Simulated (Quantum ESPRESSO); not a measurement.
# F-SiSi-F chair, 1 layer: a series in biaxial strain, part 3 of 6

Wanted: a table for F-SiSi-F chair, 1 layer against biaxial strain, and what can be fitted to it.

Quantum ESPRESSO 7.5; plane-wave DFT, PBE, GBRV ultrasoft pseudopotentials.

So far. Step 2 (Variable-cell relaxation of the reference):  The last row is no step: it is a fresh SCF in the final cell with a new plane-wave basis, -1 meV from the row before. Step 3 (Relaxation with pw.x, -4 %): The relaxation lowers the energy by 4 meV an atom.

**5. Electrostatic potential, -4 %**

plot_num = 11 writes the bare and Hartree potential, from which vacuum levels or, in a crystal, the mean potential are read.

m0.pot.in

```
&inputpp
  prefix = 'm0.scf'
  outdir = './out'
  filplot = 'm0.pot.dat'
  plot_num = 11
/
```

Started as:

```
$ OMP_NUM_THREADS=1 mpirun -n 4 pp.x -in m0.pot.in > m0.pot.out
```

What it wrote:

```text
[banner, memory and clock lines left out]
Program POST-PROC v.7.5 starts

          URL

     ./out/m0.scf.save/

     IMPORTANT: XC functional enforced from input :
     Exchange-correlation= PBE
                           (   1   4   3   4   0   0   0)
     Any further DFT definition will be discarded
     Please, verify this is what you really want

     negative rho (up, down):  8.995E-04 0.000E+00

     Calling punch_plot, plot_num =  11
     Writing data to file  m0.pot.dat
     Message from routine chdens:
     namelist plot not found or invalid, exiting
```

Run time: 0.95 s. Hardware: 4 MPI ranks of Arm Neoverse V1, shared host; peak memory 0.1 GiB; 3.5 s of CPU time.

This step gave:

```
slope of the potential above                                          : -1.06e-5 eV/Å
upper vacuum line continued to the top atoms, over the valence top    : 6.402 eV
slope of the potential below                                          : -1.07e-5 eV/Å
lower vacuum line continued to the bottom atoms, over the valence top : 6.401 eV
vacuum level at the upper face over the valence top of the mesh       : 6.401 eV
vacuum level at the lower face over the valence top of the mesh       : 6.401 eV
```

Electrostatic potential energy of an electron; zero at the highest filled level of the SCF mesh. Table of potential energy, planar mean by z:

```csv
z (Å),"potential energy, planar mean (eV)"
0,6.40
1,6.40
2,6.40
3,6.40
4,6.40
5,6.40
6,6.38
7,4.77
8,1.33
9,-8.35
10,-9.28
11,1.52
12,3.81
13,6.37
14,6.40
15,6.40
16,6.40
17,6.40
18,6.40
```

**6. Band structure, -4 %**

Bands along a path place the edges.

m0.bands.in

```
&control
  prefix = 'm0.bands'
  outdir = './out'
  pseudo_dir = './pseudo'
  calculation = 'bands'
/
&system
  ibrav = 0
  nat = 4
  ntyp = 2
  ecutwfc = 40
  ecutrho = 200
  occupations = 'smearing'
  smearing = 'fd'
  degauss = 0.002
  nbnd = 17
/
&electrons
  conv_thr = 1e-07
  mixing_beta = 0.4
  electron_maxstep = 120
  mixing_mode = 'plain'
/
ATOMIC_SPECIES
  F   18.9984  f_pbe_v1.4.uspp.F.UPF
  Si  28.0850  si_pbe_v1.uspp.F.UPF
CELL_PARAMETERS angstrom
  3.80683432416000 0.00000000000000 0.00000000000000
  -1.90341716256000 3.29681523264000 0.00000000000000
  0.00000000000000 0.00000000000000 19.10000000000000
ATOMIC_POSITIONS crystal
  F   0.666666666700 0.333333333300 0.394860506500
  Si  0.666666666700 0.333333333300 0.480135115600
  Si  0.333333333300 0.666666666700 0.519864884400
  F   0.333333333300 0.666666666700 0.605139493500
K_POINTS crystal_b
4
  0.0000000000 0.0000000000 0.0000000000 12
  0.5000000000 0.0000000000 0.0000000000 12
  0.3333333333 0.3333333333 0.0000000000 12
  0.0000000000 0.0000000000 0.0000000000 1
```

Started as:

```
$ cp -r out/m0.scf.save out/m0.bands.save
$ cp out/m0.scf.xml out/m0.bands.xml
$ OMP_NUM_THREADS=1 mpirun -n 4 pw.x -nk 4 -in m0.bands.in > m0.bands.out
```

What it wrote:

```text
[banner, memory and clock lines left out]
Program PWSCF v.7.5 starts

          URL

     Atomic positions and unit cell read from directory:
     ./out/m0.bands.save/

     Message from routine setup:
     using ibrav=0 with symmetry is DISCOURAGED, use correct ibrav instead

     G-vector sticks info

     bravais-lattice index     =            0
     lattice parameter (alat)  =       7.1939  a.u.
     unit-cell volume          =    1617.6649 (a.u.)^3
     number of atoms/cell      =            4
     number of atomic types    =            2
     number of electrons       =        22.00
     number of Kohn-Sham states=           17
     kinetic-energy cutoff     =      40.0000  Ry
     charge density cutoff     =     200.0000  Ry
     Exchange-correlation= SLA  PW   PBE  PBE
                           (   1   4   3   4   0   0   0)

     celldm(1)=   7.193874  celldm(2)=   0.000000  celldm(3)=   0.000000
     celldm(4)=   0.000000  celldm(5)=   0.000000  celldm(6)=   0.000000

     crystal axes: (cart. coord. in units of alat)
               a(1) = (   1.000000   0.000000   0.000000 )
               a(2) = (  -0.500000   0.866025   0.000000 )
               a(3) = (   0.000000   0.000000   5.017292 )

     reciprocal axes: (cart. coord. in units 2 pi/alat)
               b(1) = (  1.000000  0.577350 -0.000000 )
               b(2) = (  0.000000  1.154701  0.000000 )
               b(3) = (  0.000000 -0.000000  0.199311 )

     PseudoPot. # 1 for F  read from file:
     ./pseudo/f_pbe_v1.4.uspp.F.UPF
     Pseudo is Ultrasoft, Zval =  7.0
     Generated by new atomic code, or converted to UPF format
     Using radial grid of  799 points,  4 beta functions with:
                l(1) =   0
                l(2) =   0
                l(3) =   1
                l(4) =   1
     Q(r) pseudized with  8 coefficients,  rinner =    0.950   0.950   0.950

     PseudoPot. # 2 for Si read from file:
     ./pseudo/si_pbe_v1.uspp.F.UPF
     Pseudo is Ultrasoft + core correction, Zval =  4.0
     Generated by new atomic code, or converted to UPF format
     Using radial grid of  899 points,  6 beta functions with:
                l(1) =   0
                l(2) =   0
                l(3) =   1
                l(4) =   1
                l(5) =   2
                l(6) =   2
     Q(r) pseudized with  8 coefficients,  rinner =    0.900   0.900   0.900
                                                       0.900   0.900

     atomic species   valence    mass     pseudopotential
     F                 7.00    18.99840     F ( 1.00)
     Si                4.00    28.08500     Si( 1.00)

     12 Sym. Ops., with inversion, found

   Cartesian axes

     site n.     atom                  positions (alat units)
         1        F      tau(   1) = (   0.5000000   0.2886751   1.9811305  )
         2        Si     tau(   2) = (   0.5000000   0.2886751   2.4089782  )
         3        Si     tau(   3) = (  -0.0000000   0.5773503   2.6083140  )
         4        F      tau(   4) = (  -0.0000000   0.5773503   3.0361616  )

     number of k points=    37  Fermi-Dirac smearing, width (Ry)=  0.0020
                       cart. coord. in units 2pi/alat
        k(    1) = (   0.0000000   0.0000000   0.0000000), wk =   0.0540541
        k(    2) = (   0.0416667   0.0240563   0.0000000), wk =   0.0540541
        k(    3) = (   0.0833333   0.0481125   0.0000000), wk =   0.0540541
        k(    4) = (   0.1250000   0.0721688   0.0000000), wk =   0.0540541
        k(    5) = (   0.1666667   0.0962250   0.0000000), wk =   0.0540541
        k(    6) = (   0.2083333   0.1202813   0.0000000), wk =   0.0540541
        k(    7) = (   0.2500000   0.1443376   0.0000000), wk =   0.0540541
        k(    8) = (   0.2916667   0.1683938   0.0000000), wk =   0.0540541
        k(    9) = (   0.3333333   0.1924501   0.0000000), wk =   0.0540541
        k(   10) = (   0.3750000   0.2165064   0.0000000), wk =   0.0540541
        k(   11) = (   0.4166667   0.2405626   0.0000000), wk =   0.0540541
        k(   12) = (   0.4583333   0.2646189   0.0000000), wk =   0.0540541
        k(   13) = (   0.5000000   0.2886751   0.0000000), wk =   0.0540541
        k(   14) = (   0.4861111   0.3127314   0.0000000), wk =   0.0540541
        k(   15) = (   0.4722222   0.3367877   0.0000000), wk =   0.0540541
        k(   16) = (   0.4583333   0.3608439   0.0000000), wk =   0.0540541
        k(   17) = (   0.4444444   0.3849002   0.0000000), wk =   0.0540541
        k(   18) = (   0.4305556   0.4089564   0.0000000), wk =   0.0540541
        k(   19) = (   0.4166667   0.4330127   0.0000000), wk =   0.0540541
        k(   20) = (   0.4027778   0.4570690   0.0000000), wk =   0.0540541
        k(   21) = (   0.3888889   0.4811252   0.0000000), wk =   0.0540541
        k(   22) = (   0.3750000   0.5051815   0.0000000), wk =   0.0540541
        k(   23) = (   0.3611111   0.5292377   0.0000000), wk =   0.0540541
        k(   24) = (   0.3472222   0.5532940   0.0000000), wk =   0.0540541
        k(   25) = (   0.3333333   0.5773503   0.0000000), wk =   0.0540541
        k(   26) = (   0.3055556   0.5292377   0.0000000), wk =   0.0540541
        k(   27) = (   0.2777778   0.4811252   0.0000000), wk =   0.0540541
        k(   28) = (   0.2500000   0.4330127   0.0000000), wk =   0.0540541
        k(   29) = (   0.2222222   0.3849002   0.0000000), wk =   0.0540541
        k(   30) = (   0.1944444   0.3367877   0.0000000), wk =   0.0540541
        k(   31) = (   0.1666667   0.2886751   0.0000000), wk =   0.0540541
        k(   32) = (   0.1388889   0.2405626   0.0000000), wk =   0.0540541
        k(   33) = (   0.1111111   0.1924501   0.0000000), wk =   0.0540541
        k(   34) = (   0.0833333   0.1443376   0.0000000), wk =   0.0540541
        k(   35) = (   0.0555556   0.0962250   0.0000000), wk =   0.0540541
        k(   36) = (   0.0277778   0.0481125   0.0000000), wk =   0.0540541
        k(   37) = (   0.0000000   0.0000000   0.0000000), wk =   0.0540541

     Dense  grid:    77167 G-vectors     FFT dimensions: (  36,  36, 180)

     Smooth grid:    55363 G-vectors     FFT dimensions: (  30,  30, 150)

     The potential is recalculated from file :
     ./out/m0.bands.save/charge-density

     negative rho (up, down):  8.995E-04 0.000E+00
     Starting wfcs are   16 randomized atomic wfcs +    1 random wfcs

     Band Structure Calculation
     Davidson diagonalization with overlap

     ethr =  4.55E-10,  avg # of iterations = 40.6

     End of band structure calculation

          k = 0.0000 0.0000 0.0000 (  6895 PWs)   bands (ev):

   -28.1437 -28.1180 -14.2691 -10.9010  -9.5058  -8.7731  -8.7731  -8.6460
    -8.6460  -3.5035  -3.5035  -3.1091   0.2582   0.2582   0.8084   1.8642
     2.6230

[...]
-28.1432 -28.1176 -14.2517 -10.9013  -9.5095  -8.7875  -8.7772  -8.6469
    -8.6451  -3.7013  -3.5422  -3.0074   0.2350   0.3393   0.9172   1.8929
     2.6456

          k = 0.0833 0.0481 0.0000 (  6925 PWs)   bands (ev):

   -28.1415 -28.1166 -14.1998 -10.9025  -9.5207  -8.8294  -8.7891  -8.6496
    -8.6429  -4.1055  -3.6481  -2.8533   0.1332   0.5719   1.2497   1.9771
     2.7137

          k = 0.1250 0.0722 0.0000 (  6927 PWs)   bands (ev):

   -28.1389 -28.1150 -14.1138 -10.9060  -9.5390  -8.8960  -8.8078  -8.6543
    -8.6394  -4.5954  -3.7981  -2.6930  -0.0375   0.9317   1.7460   2.1150
     2.8291

          k = 0.1667 0.0962 0.0000 (  6923 PWs)   bands (ev):

   -28.1354 -28.1129 -13.9948 -10.9138  -9.5641  -8.9837  -8.8316  -8.6610
    -8.6335  -5.1179  -3.9682  -2.5189  -0.2359   1.3920   2.2584   2.3678
     2.9978

          k = 0.2083 0.1203 0.0000 (  6909 PWs)   bands (ev):

   -28.1313 -28.1105 -13.8442 -10.9294  -9.5955  -9.0885  -8.8588  -8.6692
    -8.6240  -5.6374  -4.1402  -2.3313  -0.4274   1.9299   2.5112   2.9116
     3.2433

          k = 0.2500 0.1443 0.0000 (  6893 PWs)   bands (ev):

   -28.1268 -28.1080 -13.6645 -10.9578  -9.6332  -9.2045  -8.8875  -8.6785
    -8.6093  -6.1286  -4.3017  -2.1418  -0.5817   2.5244   2.7728   3.2789
     3.3802

          k = 0.2917 0.1684 0.0000 (  6894 PWs)   bands (ev):

   -28.1222 -28.1056 -13.4591 -11.0058  -9.6777  -9.3229  -8.9159  -8.6882
    -8.5883  -6.5727  -4.4452  -1.9745  -0.6654   2.7960   3.1502   3.1752
     3.6468

          k = 0.3333 0.1925 0.0000 (  6922 PWs)   bands (ev):

   -28.1179 -28.1035 -13.2335 -11.0814  -9.7302  -9.4309  -8.9422  -8.6974
    -8.5601  -6.9561  -4.5660  -1.8616  -0.6423   2.3394   3.5001   3.7593
     3.9862

          k = 0.3750 0.2165 0.0000 (  6914 PWs)   bands (ev):

   -28.1139 -28.1018 -12.9971 -11.1896  -9.7889  -9.5150  -8.9645  -8.7055
    -8.5251  -7.2691  -4.6617  -1.8164  -0.4988   1.8683   3.8941   4.2484
     4.3625

          k = 0.4167 0.2406 0.0000 (  6918 PWs)   bands (ev):

   -28.1107 -28.1007 -12.7670 -11.3250  -9.8444  -9.5703  -8.9816  -8.7117
    -8.4864  -7.5053  -4.7307  -1.8159  -0.2635   1.4250   4.3260   4.5120
     4.7752

          k = 0.4583 0.2646 0.0000 (  6912 PWs)   bands (ev):

   -28.1086 -28.1001 -12.5786 -11.4569  -9.8833  -9.6004  -8.9923  -8.7157
    -8.4526  -7.6563  -4.7723  -1.8281   0.0080   1.0398   4.6059   4.7825
     5.2101

          k = 0.5000 0.2887 0.0000 (  6932 PWs)   bands (ev):

   -28.1079 -28.0999 -12.4993 -11.5178  -9.8971  -9.6099  -8.9960  -8.7171
    -8.4384  -7.7094  -4.7862  -1.8341   0.1704   0.8412   4.6271   5.2234
     5.2301

          k = 0.4861 0.3127 0.0000 (  6926 PWs)   bands (ev):

   -28.1078 -28.0999 -12.4944 -11.5184  -9.8948  -9.6095  -9.0015  -8.7224
    -8.4323  -7.7095  -4.8331  -1.7712   0.1827   0.8451   4.5585   5.2329
     5.2376

          k = 0.4722 0.3368 0.0000 (  6918 PWs)   bands (ev):

   -28.1076 -28.0998 -12.4796 -11.5203  -9.8877  -9.6085  -9.0180  -8.7373
    -8.4152  -7.7101  -4.9614  -1.5957   0.2207   0.8564   4.3834   5.2398
     5.2677

          k = 0.4583 0.3608 0.0000 (  6930 PWs)   bands (ev):

   -28.1072 -28.0998 -12.4552 -11.5241  -9.8760  -9.6068  -9.0453  -8.7586
    -8.3898  -7.7115  -5.1436  -1.3383   0.2880   0.8748   4.1486   5.2459
     5.3007

          k = 0.4444 0.3849 0.0000 (  6910 PWs)   bands (ev):

   -28.1066 -28.0996 -12.4213 -11.5305  -9.8596  -9.6047  -9.0826  -8.7834
    -8.3586  -7.7147  -5.3522  -1.0332   0.3921   0.8990   3.8841   5.2382
     5.3288

          k = 0.4306 0.4090 0.0000 (  6916 PWs)   bands (ev):

   -28.1060 -28.0995 -12.3782 -11.5408  -9.8385  -9.6023  -9.1292  -8.8094
    -8.3232  -7.7210  -5.5661  -0.7141   0.5464   0.9273   3.6074   5.1885
     5.3337

          k = 0.4167 0.4330 0.0000 (  6924 PWs)   bands (ev):

   -28.1053 -28.0994 -12.3262 -11.5565  -9.8127  -9.5998  -9.1839  -8.8349
    -8.2844  -7.7320  -5.7701  -0.4137   0.7695   0.9570   3.3306   5.0558
     5.2765

          k = 0.4028 0.4571 0.0000 (  6926 PWs)   bands (ev):

   -28.1045 -28.0994 -12.2658 -11.5791  -9.7823  -9.5975  -9.2451  -8.8585
    -8.2426  -7.7497  -5.9534  -0.1560   0.9836   1.0748   3.0640   4.8341
     5.1319

          k = 0.3889 0.4811 0.0000 (  6938 PWs)   bands (ev):

   -28.1036 -28.0994 -12.1977 -11.6108  -9.7475  -9.5955  -9.3107  -8.8791
    -8.1977  -7.7762  -6.1081   0.0571   0.9997   1.4552   2.8183   4.5635
     4.9257

          k = 0.3750 0.5052 0.0000 (  6935 PWs)   bands (ev):

   -28.1028 -28.0995 -12.1225 -11.6535  -9.7086  -9.5939  -9.3781  -8.8960
    -8.1495  -7.8129  -6.2292   0.2394   0.9944   1.8861   2.6072   4.2825
     4.6893

          k = 0.3611 0.5292 0.0000 (  6929 PWs)   bands (ev):

   -28.1020 -28.0997 -12.0410 -11.7090  -9.6660  -9.5927  -9.4442  -8.9083
    -8.0974  -7.8601  -6.3140   0.4059   0.9536   2.3319   2.4463   4.0242
     4.4397

          k = 0.3472 0.5533 0.0000 (  6945 PWs)   bands (ev):

   -28.1012 -28.1000 -11.9544 -11.7789  -9.6215  -9.5917  -9.5050  -8.9158
    -8.0409  -7.9163  -6.3630   0.5665   0.8649   2.3491   2.7224   3.8526
     4.1857

          k = 0.3333 0.5774 0.0000 (  6939 PWs)   bands (ev):

   -28.1005 -28.1005 -11.8636 -11.8636  -9.5903  -9.5903  -9.5431  -8.9183
    -7.9790  -7.9790  -6.3786   0.7264   0.7264   2.3184   2.8861   3.9321
     3.9321

          k = 0.3056 0.5292 0.0000 (  6929 PWs)   bands (ev):

   -28.1022 -28.0996 -12.0767 -11.6755  -9.6585  -9.5837  -9.4564  -8.9089
    -8.1114  -7.8350  -6.3239   0.3437   1.0533   2.4137   2.5688   3.4375
     4.7461

          k = 0.2778 0.4811 0.0000 (  6939 PWs)   bands (ev):

   -28.1046 -28.0993 -12.3371 -11.4893  -9.7081  -9.5655  -9.3466  -8.8837
    -8.2367  -7.6558  -6.1770  -0.0989   1.3781   2.1305   2.6274   2.9803
     4.9999

          k = 0.2500 0.4330 0.0000 (  6911 PWs)   bands (ev):

   -28.1080 -28.0998 -12.6253 -11.3186  -9.7249  -9.5276  -9.2383  -8.8480
    -8.3449  -7.4299  -5.9574  -0.5464   1.4752   1.9741   2.4992   2.9710
     4.5098

          k = 0.2222 0.3849 0.0000 (  6905 PWs)   bands (ev):

   -28.1122 -28.1011 -12.9211 -11.1758  -9.7164  -9.4646  -9.1376  -8.8079
    -8.4332  -7.1466  -5.6787  -0.9757   1.1615   2.1033   2.3088   3.3084
     4.0032

          k = 0.1944 0.3368 0.0000 (  6887 PWs)   bands (ev):

   -28.1171 -28.1031 -13.2076 -11.0675  -9.6912  -9.3761  -9.0484  -8.7683
    -8.5024  -6.7977  -5.3533  -1.3760   0.8376   1.7375   2.7373   3.5468
     3.6627

          k = 0.1667 0.2887 0.0000 (  6887 PWs)   bands (ev):

   -28.1224 -28.1056 -13.4725 -10.9934  -9.6563  -9.2681  -8.9726  -8.7327
    -8.5542  -6.3804  -4.9964  -1.7416   0.5693   1.4105   3.0235   3.3259
     3.6339

          k = 0.1389 0.2406 0.0000 (  6901 PWs)   bands (ev):

   -28.1278 -28.1085 -13.7070 -10.9474  -9.6180  -9.1506  -8.9103  -8.7030
    -8.5913  -5.8987  -4.6274  -2.0683   0.3695   1.1250   2.7271   3.2970
     3.5525

          k = 0.1111 0.1925 0.0000 (  6913 PWs)   bands (ev):

   -28.1329 -28.1114 -13.9051 -10.9216  -9.5812  -9.0344  -8.8605  -8.6798
    -8.6161  -5.3642  -4.2712  -2.3532   0.2444   0.8824   2.4316   2.9073
     3.2115

          k = 0.0833 0.1443 0.0000 (  6913 PWs)   bands (ev):

   -28.1373 -28.1141 -14.0626 -10.9087  -9.5495  -8.9300  -8.8224  -8.6631
    -8.6316  -4.7986  -3.9562  -2.5956   0.1935   0.6809   2.1638   2.1916
     2.9045

          k = 0.0556 0.0962 0.0000 (  6913 PWs)   bands (ev):

   -28.1408 -28.1162 -14.1768 -10.9033  -9.5256  -8.8467  -8.7951  -8.6525
    -8.6404  -4.2394  -3.7108  -2.8004   0.2029   0.5106   1.4377   2.0135
     2.7445

          k = 0.0278 0.0481 0.0000 (  6913 PWs)   bands (ev):

   -28.1430 -28.1175 -14.2460 -10.9014  -9.5108  -8.7922  -8.7786  -8.6473
    -8.6447  -3.7541  -3.5561  -2.9837   0.2390   0.3497   0.9569   1.9023
     2.6531

          k = 0.0000 0.0000 0.0000 (  6895 PWs)   bands (ev):

   -28.1437 -28.1180 -14.2691 -10.9010  -9.5058  -8.7731  -8.7731  -8.6460
    -8.6460  -3.5035  -3.5035  -3.1091   0.2582   0.2582   0.8084   1.8642
     2.6230

     XML data file, pseudopotentials, collected wavefunctions

                                        0.00s GPU  (     457 calls)
```

Elapsed: 17 s, on 4 MPI ranks; peak memory 0.34 GiB; 68 s of CPU time.

Numbers from this step:

```
valence top, on the run's zero : -3.504 eV
```

Band numbers count within the set of bands kept for display. Electronic bands along the path, in eV, zero at the highest filled level of the SCF mesh; v1 is the highest filled band, c1 the lowest empty one:

```csv
point,v4,v3,v2,v1,c1,c2,c3,c4
Γ,-5.14,-5.14,0.00,0.00,0.39,3.76,3.76,4.31
halfway,-5.18,-5.11,-2.63,-0.80,1.36,2.92,6.03,6.28
M,-5.21,-4.93,-4.21,-1.28,1.67,3.67,4.34,8.13
halfway,-5.33,-4.78,-4.23,-2.27,3.09,4.27,4.46,6.83
K,-5.41,-4.48,-4.48,-2.88,4.23,4.23,5.82,6.39
halfway,-5.23,-5.05,-2.88,-1.49,1.76,4.07,4.91,6.53
Γ,-5.14,-5.14,0.00,0.00,0.39,3.76,3.76,4.31
```

Along this path the valence top lies at Γ and the conduction bottom at Γ.

(Part 3 of 6 ends here.)

[Logs are printed without paths, hosts, clocks, repeated set-up lines and the standing remarks that a program may print on its own settings, such as how far it seeks lower states.]

[Hosts, paths, dates, database ids (printed as entryN), source tags and the programs' standing remarks are cut or masked in the printed files.]

[Maps of the electrostatic potential energy from Ansatz leave out the sawtooth potential of an applied field or a dipole correction, so their vacuum need not be flat; planar profiles and work functions include it.]
